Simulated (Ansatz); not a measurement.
# A hypothetical structure for KCr3, part 2 of 2

This structure for KCr3 is made up. Its elements were placed in a known structure type with a cell scaled to their sizes. What cell does the guess relax to, and how far off was it?

Ansatz 0.2.0; DFT, PBE, plane-wave PAW, files of the set soft_1, scalar-relativistic, ferromagnetic start, cell and ions relaxed at zero pressure; PAW set soft_1 (the session's first sound run).

So far: Starting point; Relaxation of the guess. The relaxed cell has a = 7.302, c = 5.002 Å (conventional setting).

In doubt: warnings of the run leave room for a lower electronic state, so energies may not be the lowest and differences between runs may mislead.

## 3. Electronic structure of the relaxed cell

With the geometry fixed, one more self-consistent run, with a narrower smearing and the mesh shown in its input, gives the bands, and its pressure, and its forces where symmetry allows any, show how far the geometry depends on these settings.

This step: DFT, PBE, plane-wave PAW, files of the set soft_1, scalar-relativistic, ferromagnetic start, bands and density of states at the relaxed cell; PAW set soft_1 (Ansatz 0.2.0).

input.yaml

```yaml
crystal:
  lattice:
    - [7.3018855895, 0.0, 0.0]
    - [-3.6509427947, 6.323618416, 0.0]
    - [0.0, 0.0, 5.001817559]
  atoms:
    - { symbol: Cr, position: [0.2645698656, 0.1322849328, 0.75], spin: 4.0 }
    - { symbol: Cr, position: [0.8677150672, 0.1322849328, 0.75], spin: 4.0 }
    - { symbol: Cr, position: [0.8677150672, 0.7354301344, 0.75], spin: 4.0 }
    - { symbol: Cr, position: [0.7354301344, 0.8677150672, 0.25], spin: 4.0 }
    - { symbol: Cr, position: [0.1322849328, 0.8677150672, 0.25], spin: 4.0 }
    - { symbol: Cr, position: [0.1322849328, 0.2645698656, 0.25], spin: 4.0 }
    - { symbol: K, position: [0.6666666667, 0.3333333333, 0.25] }
    - { symbol: K, position: [0.3333333333, 0.6666666667, 0.75] }
magnetization:
  spin_polarized: true
kpoints:
  mp_grid: { grid: [6, 6, 6] }
  band_path:
    path:
      - [[0.0, 0.0, 0.0], [0.5, 0.0, 0.0], [0.33333333, 0.33333333, 0.0], [0.0, 0.0, 0.0], [0.0, 0.0, 0.5], [0.5, 0.0, 0.5], [0.33333333, 0.33333333, 0.5], [0.0, 0.0, 0.5]]
      - [[0.5, 0.0, 0.5], [0.5, 0.0, 0.0]]
      - [[0.33333333, 0.33333333, 0.0], [0.33333333, 0.33333333, 0.5]]
    npoints: 8
scf:
  occupations: { method: fermi_dirac, width: 0.03 }
  n_extra_bands: 24
hamiltonian:
  xc: pbe
  pseudopotentials: { kind: paw, azcp: { folder: soft_1 } }
output:
  forces: true
  stress: true
  write_bands: true
  dos: { projected: true }
  write_density: true
  write_potential: true
  elf: true
  volumetric_format: npy
```

Run with:

```bash
> ansatz run input.yaml --threads 4 --pin off --max-ram 10240MiB --backend cpu --events-out ev --progress --plain --runs-dir out
```

Numbers of over 12 decimals in the logs are rounded to 6 here.

The log of the run:

```text
Warning: the band count 75 (scf.n_extra_bands) hosts the net moment |M| = 24.0000 μB (N_el = 102) but caps the reachable moment at 2·n_bands − N_el = 48.0000 μB, below the 76 bands that the automatic rule leaves for it — a moment growing past the seed, or the majority channel's smearing tail, pins there with fewer empty majority states than that count leaves; raise or omit scf.n_extra_bands unless the cap is intended
[...]
Crystal: 8 atoms, lattice volume = 230.956 Å³
Basis set: ecut = 420 eV, 4529 PW (Γ), exchange–correlation on 100×100×72 points (8 copies of the dense FFT grid, shifted against one another)
Bands: 75, of which v1, the nominal top of the filled ones, is band 51 counted from 1 (50 counted from 0)
Symmetry: 24 space group operations
[...]
k-points: 28 of 216
[...]
Starting moments: Σ|m| = 24 μB on 6 of 8 sites
[...]
SCF iter   1: F=—  HF=-23329.057793 eV  |F-HF|=—  |Δ(HF+E_count)|=         —  Δρ=6.49e-2 (↑6.49e-2 ↓3.28e-2)  dr2=2.46e1  dr2_m=6.52e-1  M=23.329 μB ∫|m|=23.336 μB  β_m=0.30  ethr=3.10e-3  ⟨swp⟩=7.2  Hψ=16120  notcnv=0  defer=1
[...]
SCF iter  12: F=-23328.550292 eV  HF=-23328.550292 eV  |F-HF|=2.71e-9  |Δ(HF+E_count)|=   6.74e-8  Δρ=2.56e-6 (↑2.56e-6 ↓1.10e-6)  dr2=2.67e-8  dr2_m=3.48e-9  M=27.844 μB ∫|m|=27.862 μB  ethr=9.80e-11  ⟨swp⟩=12.8  Hψ=24120  notcnv=0
SCF 1 converged in 12 iterations: F = -23328.550292 eV  dr2 = 2.67e-8
[...]
NSCF: frozen V_eff on 75 k-points
SCF converged after 12 iterations
Magnetization: 27.8442 μB (64.9221 up, 37.0779 down)
Absolute magnetization: 27.8624 μB (∫|ρ↑−ρ↓|, with the PAW one-centre terms)
[...]
Per-site moments (μB) at R_I (Å): [(3.982191, 1.195338), (3.982191, 1.195338), (3.982191, 1.195338), (3.982191, 1.195338), (3.982191, 1.195338), (3.982191, 1.195338), (0.103310, 1.471180), (0.103310, 1.471180)]
Free energy (F): -23328.550292 eV
[...]
Internal energy: -23328.519471 eV  (E = F + TS)
E sigma→0 (E₀):  -23328.534881 eV
Entropy (-TS):   -0.030821 eV (-3.853 meV/atom)
Fermi energy:    6.431375 eV
[...]
--- Forces (eV/Å), atoms counted from 1 ---
  atom   1  Cr     0.01211389     0.00699396     0.00000000
  atom   2  Cr    -0.01211389     0.00699396    -0.00000000
  atom   3  Cr    -0.00000000    -0.01398792     0.00000000
  atom   4  Cr    -0.01211389    -0.00699396     0.00000000
  atom   5  Cr     0.01211389    -0.00699396     0.00000000
  atom   6  Cr     0.00000000     0.01398792    -0.00000000
  atom   7  K     -0.00000000     0.00000000     0.00000000
  atom   8  K      0.00000000     0.00000000    -0.00000000
  max |Σ_I F_I| component: 1.27e-17 eV/Å
--- Stress (GPa, compression-positive) ---
        0.112750       0.000000       0.000000
        0.000000       0.112750       0.000000
        0.000000       0.000000      -0.327211
  P = ⅓ Tr σ = -0.0339 GPa (-0.339 kbar)
--- Band table (eV; the first three rows and the last of 56) ---
  k-point 0 ↑: bands = [... 47 lower, 5.1918, 5.1918, 5.2968, 5.2968, 5.5765, 5.5765, 5.6936, 5.7612, ... 20 higher]
  k-point 1 ↑: bands = [... 47 lower, 5.2901, 5.2901, 5.4344, 5.4344, 5.5690, 5.5690, 5.7157, 5.7157, ... 20 higher]
  k-point 2 ↑: bands = [... 47 lower, 5.2964, 5.2964, 5.3258, 5.3258, 5.6363, 5.7899, 5.7899, 5.7909, ... 20 higher]
  k-point 27 ↓: bands = [... 47 lower, 7.9197, 7.9420, 7.9420, 8.0482, 8.0482, 8.5411, 8.5411, 9.1712, ... 20 higher]
```

Elapsed: 27 s, on 4 threads of Intel Xeon Platinum 8488C (Sapphire Rapids), shared host; peak memory 1.5 GiB.

Numbers from this step:

* free energy: -23328.5503 eV
* energy at zero smearing: -23328.5349 eV
* smearing term TS: 0.03082 eV
* Fermi energy: 6.431 eV
* magnetization: 27.84 μB
* absolute magnetization: 27.86 μB
* site moments: 3.982, 3.982, 3.982, 3.982, 3.982, 3.982, 0.1033, 0.1033 μB
* pressure: -0.03390 GPa

bands.tsv at the labelled points (eV, zero at the Fermi level; the bands that come nearest the Fermi level along the path):

```tsv
point	band_63_up	band_64_up	band_65_up	band_66_up	band_36_dn	band_37_dn	band_38_dn	band_39_dn
Γ	0.12	0.12	0.17	0.42	-0.30	-0.02	0.57	0.57
M	-0.26	-0.06	0.17	0.98	-0.30	0.26	0.51	0.68
K	-0.31	0.17	0.83	0.83	0.30	0.31	0.31	0.37
Γ	0.12	0.12	0.17	0.42	-0.30	-0.02	0.57	0.57
A	-0.23	0.56	0.56	0.56	-0.31	-0.31	-0.13	-0.13
L	-0.12	-0.11	-0.11	0.38	-0.27	-0.27	0.25	0.25
H	-0.31	-0.09	-0.09	0.21	-0.68	-0.68	0.63	0.63
A	-0.23	0.56	0.56	0.56	-0.31	-0.31	-0.13	-0.13
L	-0.12	-0.11	-0.11	0.38	-0.27	-0.27	0.25	0.25
M	-0.26	-0.06	0.17	0.98	-0.30	0.26	0.51	0.68
K	-0.31	0.17	0.83	0.83	0.30	0.31	0.31	0.37
H	-0.31	-0.09	-0.09	0.21	-0.68	-0.68	0.63	0.63
```

Spin density in the ab plane at fractional z = 0.250, with atoms of Cr and K within 0.2 Å of it.

Ten even steps from '_' (0.0 e/Å³) to '@' (4.4 e/Å³), each cell a mean:
```
____..::::__________________..::::______
__..**##--________________..++%%==..____
__==@@##::________________--@@%%::______
..--==::________________..--++::________
__....____________________....__________
________________________________________
________________________________________
________________________________________
________________________________________
________________________________________
________________________________________
______....______________________________
__..--++--______________________________
__--%%@@--______________________________
..==%%++..______________________________
__::::..________________________________
________________________________________
________________________________________
________________________________________
```
Columns run along a (7.3 Å), rows up along b (7.3 Å). Atoms in or near the plane, at fractional coordinates: Cr at (0.74, 0.87), Cr at (0.13, 0.87), Cr at (0.13, 0.26), K at (0.67, 0.33).

ELF of down spins in the ab plane at fractional z = 0.250, with atoms of Cr and K within 0.2 Å of it. It is the smooth field of the valence electrons, not physical close to the nuclei.

Ten even steps from '_' (0.02) to '@' (0.92), each cell a mean:
```
::__--##**::____::::::::____==##**::__::
__++@@@@%%--__..----::____++@@@@%%::__..
::%%@@@@##..__::----..__::%%@@@@**....__
--%%@@##::__..::--::____==%%@@##::..::__
..==--..__..::::::::____..==--....--::__
________..::::::::::__________..--==::__
____..::::::::::::::::..____..::::::::..
::::----::::::::----::::..____________..
..::----::::::----::::______......______
..::::..______::::::____..==**##++..____
....__________..::____::**@@@@@@##--____
..__..====..____..__..##@@%%%%@@##::__..
__--##@@%%--__..____==@@%%**%%@@++____..
..##@@@@##..__..__..**@@@@%%@@##..__..__
--%%@@%%==__::::__..**@@@@@@**::__::::__
::****--__::==::____==****==..__::==::__
________::----::______..______::--==::__
..........__....__________......__......
--::____..____......__....____________::
```
Columns run along a (7.3 Å), rows up along b (7.3 Å). Atoms in or near the plane, at fractional coordinates: Cr at (0.74, 0.87), Cr at (0.13, 0.87), Cr at (0.13, 0.26), K at (0.67, 0.33).

Electrostatic potential energy in the ab plane at fractional z = 0.250, with atoms of Cr and K within 0.2 Å of it. With pseudopotentials it is smooth inside the atoms' cores, unlike the true potential.

Values in eV, 10 rows by 16 columns, each cell a mean:
```
  1 -15 -22 -25 -10   5   9   9   9   7  -4 -19 -23 -23  -2   6
-17 -24 -20 -19   0   8   9   9   7  -1 -23 -21 -22 -12   4   4
 -8 -13  -6   4   8   9   9   9   7   0 -11 -11  -2   6   7   4
  7   7   8   9   9   9   9   9   8   7   7   7   8   9   8   7
  9   9   9   9   8   9   9   9   9   8   7   5   5   6   8   9
  9   7   2  -1   2   6   8   9   8   2 -11 -19 -15   1   7   9
  2 -14 -22 -25 -10   5   8   7   1 -20 -27 -27 -17   3   8   8
-17 -23 -20 -19   0   8   8   6  -3 -19 -20 -10   3   8   8   4
 -8 -13  -7   4   8   8   8   7   5   4   5   7   8   8   7   4
  6   5   2  -1   2   6   8   9   9   9   8   5   1  -1   4   6
```
Columns run along a (7.3 Å; values clipped at the 3rd and 97th percentile), rows up along b (7.3 Å). Atoms in or near the plane, at fractional coordinates: Cr at (0.74, 0.87), Cr at (0.13, 0.87), Cr at (0.13, 0.26), K at (0.67, 0.33).

## 4. What came out

```yaml
space_group_relaxed: P6_3/mmc
conventional_cell: a = 7.302, b = 7.302, c = 5.002 Å; α = 90.0°, β = 90.0°, γ = 120.0°
volume_per_atom: 28.87 Å³ (guess 24.47)
total_moment: 27.91 μB in the cell of 8 atoms
```

In words: KCr3 relaxes to P6_3/mmc with a = 7.302, b = 7.302 and c = 5.002 Å. The guessed volume was 15 % too small. The space group P6_3/mmc was held in the relaxation, so the end point is a stationary structure within it and may be a saddle against distortions or other arrangements. The input starts from parallel moments, and no other start was typed. The electronic state may lie above the lowest one. Bands cross the Fermi level, so it is a metal or semimetal at this level. On the 6×6×6 mesh with the narrower smearing (relaxed on 5×5×5) the largest force component is 0.014 eV/Å and the largest stress component is 0.327 GPa, against the relaxation's thresholds of 0.015 eV/Å and 0.05 GPa. The cutoff wasn't tested. A vector of the cell changed its length by 13 %, more than the volume shows. No dispersion term is used, so weakly bound directions may come out too long. The program estimates, without running it, that another magnetic order lies lower than the one relaxed here. Nothing here tests whether the compound is stable against decomposition.

[Logs are printed without paths, hosts, clocks, repeated set-up lines and the standing remarks that a program may print on its own settings, such as how far it seeks lower states.]

[Hosts, paths, dates, database ids (printed as entryN), source tags and the programs' standing remarks are cut or masked in the printed files.]
